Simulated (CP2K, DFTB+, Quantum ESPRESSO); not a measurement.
**Other levels on twisted Ti2CO2 MXene bilayer, 38.21° (70 atoms)**

The cell holds 70 atoms: 14 C, 28 Ti and 28 O. Its edges and angles: a = 8.017 Å, b = 8.017 Å, c = 25.590 Å, α = 90.0°, β = 90.0°, γ = 120.0°. It derives from Ti2CO2 (Ti2CO2 MXene). Ti2CO2 MXene (a = 3.03 Å) under Ti2CO2 MXene (a = 3.03 Å), bilayer, commensurate cell of 7 unit cells a layer, twist 38.21 deg; facing planes 2.71 Å apart; 14 Å of vacuum; layers as built, displaced by a Gaussian of 0.01 Å. Then every atom was moved at random, 0.02 Å r.m.s. a Cartesian component. Regions: layer 1, 35 atoms (7 C, 14 Ti and 14 O); layer 2, 35 atoms (7 C, 14 Ti and 14 O). Vacuum lies along c.

Geometry: as built.

The reference, a calculation:

```
method                                           : Kohn-Sham DFT, PBE, SSSP efficiency 1.3.0 pseudopotentials, plane waves (Quantum ESPRESSO 7.5); sssp-pbe-1.3.0-efficiency, cutoffs 60/480 Ry, Γ point
r.m.s. force component                           : 0.4611 eV/Å
longest force                                    : 1.748 eV/Å
gap (highest filled to lowest empty level) : 0.5001 eV
time                                             : 7.8 min on 4 MPI ranks of Intel Xeon 6975P-C (Granite Rapids), shared host
CPU time                                         : 31 min
```

Q: Estimate the differences from the reference, the CPU time and the memory of each run.
- CP2K PBE, DZVP-UZH, 400/50 Ry, diagonalisation (CP2K 2026.2; 4 MPI ranks)
- DFTB+ GFN1-xTB (DFTB+ 25.1; 1 thread)
- CP2K PBE, DZVP-UZH, 280/50 Ry, diagonalisation (CP2K 2026.2; 4 MPI ranks)
- CP2K PBE, DZVP-UZH, 800/50 Ry, diagonalisation (CP2K 2026.2; 4 MPI ranks)

Differences are against the plane-wave reference, forces as r.m.s. over components; share is that over the reference's r.m.s. force, slope the least-squares factor from reference forces to these. Total energies of different programs have different zeros and aren't compared.

```tsv
run	Δ force, r.m.s. (meV/Å)	share (%)	slope	Δ gap (eV)	cores	CPU time	memory (GiB)
reference	-	-	-	-	4	31 min	4.8
CP2K PBE, DZVP-UZH, 400/50 Ry, diagonalisation (coarse)	62.4	13.5	1.044	-0.0013	4	13 min	4.2
DFTB+ GFN1-xTB	642	139	0.104	-	1	17 s	0.43
CP2K PBE, DZVP-UZH, 280/50 Ry, diagonalisation (coarse)	89.6	19.4	1.040	-8.0e-4	4	13 min	3.1
CP2K PBE, DZVP-UZH, 800/50 Ry, diagonalisation	42.8	9.27	1.044	-0.0013	4	15 min	9.1
```

Rows marked coarse were listed beforehand as settings not expected to be converged; some can still land near the reference.

CPU time is summed over cores on a shared host, where runs went side by side, so it is rough. Symmetry, cutoffs, thresholds, outputs and thread counts weren't matched or tuned between programs; memory under MPI is the largest rank's times the ranks.

The PBE run in local orbitals, coarse settings apart, differs by 9.3 % (CP2K PBE, DZVP-UZH, 800/50 Ry, diagonalisation); basis, grid and potentials can all enter. Tight binding differs by 139 % (DFTB+ GFN1-xTB); it is another model, with fitted parameters of its own, and the xTB methods hold dispersion. Runs with settings chosen to be coarse differ by 14 % (CP2K PBE, DZVP-UZH, 400/50 Ry, diagonalisation) to 19 % (CP2K PBE, DZVP-UZH, 280/50 Ry, diagonalisation), their programs' other errors included. Of the electronic-structure runs that take under half the reference's CPU time, CP2K PBE, DZVP-UZH, 800/50 Ry, diagonalisation comes nearest, at 9.3 % in 15 min against 31 min. Periodic xTB results under one method name differ between programs and library versions (DFTB+ here holds tblite 0.3). The runs have no spin polarisation, so any moments at edges, vacancies or dangling bonds can't form. The electronic-structure runs sample only Γ, in a cell whose shortest periodic width is 7 Å.

[Logs are printed without paths, hosts, clocks, repeated set-up lines and the standing remarks that a program may print on its own settings, such as how far it seeks lower states.]

[Hosts, paths, dates, database ids (printed as entryN), source tags and the programs' standing remarks are cut or masked in the printed files.]
